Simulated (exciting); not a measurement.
Consider LiGeN, space group P6_3mc.

```cif
data_structure
_symmetry_space_group_name_H-M 'P 1'
_symmetry_Int_Tables_number 1
_cell_length_a 3.0124
_cell_length_b 3.0124
_cell_length_c 9.4195
_cell_angle_alpha 90.000
_cell_angle_beta 90.000
_cell_angle_gamma 120.000
_cell_volume 74.03
loop_
_atom_site_label
_atom_site_type_symbol
_atom_site_fract_x
_atom_site_fract_y
_atom_site_fract_z
_atom_site_occupancy
Ge1 Ge 0.00000 0.00000 0.99802 1
Ge2 Ge 0.00000 0.00000 0.49802 1
N3 N 0.66667 0.33333 0.10322 1
N4 N 0.33333 0.66667 0.60322 1
Li5 Li 0.33333 0.66667 0.24339 1
Li6 Li 0.66667 0.33333 0.74339 1
```

Absorber: atom 1, with 3 N at 2.00 Å (pyramidal, site symmetry 3m). Method: exciting, all-electron LAPW+lo, LDA, exchange and screened direct term (singlet BSE), 5×5×2 shifted k points, 27 conduction bands, |G+q| up to 3 bohr⁻¹, full RPA screening with nempty = 53, Lorentzian half width 0.98 eV.

Predict the Ge K near-edge structure at this level.

Bound core exciton? Yes on this mesh: the first bright state (over 5 % of the brightest) lies at -0.59 eV from the Kohn–Sham onset. Maxima (height): 4.1 eV (1.00).

Energy from the Kohn–Sham onset, core level to the lowest empty state found on the meshes used; Im ε in relative units:

```csv
E (eV),Im ε
-8.0,0.03
-7.5,0.03
-7.0,0.03
-6.5,0.03
-6.0,0.04
-5.5,0.05
-5.0,0.05
-4.5,0.06
-4.0,0.07
-3.5,0.09
-3.0,0.11
-2.5,0.15
-2.0,0.21
-1.5,0.31
-1.0,0.46
-0.5,0.61
0.0,0.65
0.5,0.66
1.0,0.68
1.5,0.72
2.0,0.77
2.5,0.83
3.0,0.89
3.5,0.96
4.0,1.00
4.5,0.98
5.0,0.90
5.5,0.77
6.0,0.63
6.5,0.53
7.0,0.48
7.5,0.47
8.0,0.45
8.5,0.43
9.0,0.43
9.5,0.42
10.0,0.40
10.5,0.38
11.0,0.33
11.5,0.29
12.0,0.27
12.5,0.26
13.0,0.26
13.5,0.26
14.0,0.26
14.5,0.27
15.0,0.28
15.5,0.27
```

A mesh of 50 points doesn't converge binding energies, and fine structure above the first lines is partly noise of the mesh. The kernel cutoff is low for a compact core orbital, so the effect of exchange is a lower bound. The zero comes from the shifted mesh, which comes near the band minimum without meeting it. The structure is a Materials Project entry, computed there, and may be a hypothetical form.

[Banner, clock and machine lines of the logs are left out without a mark of their own.]

[Logs are printed without paths, hosts, clocks, repeated set-up lines and the standing remarks that a program may print on its own settings, such as how far it seeks lower states.]

[Hosts, paths, dates, database ids (printed as entryN), source tags and the programs' standing remarks are cut or masked in the printed files.]
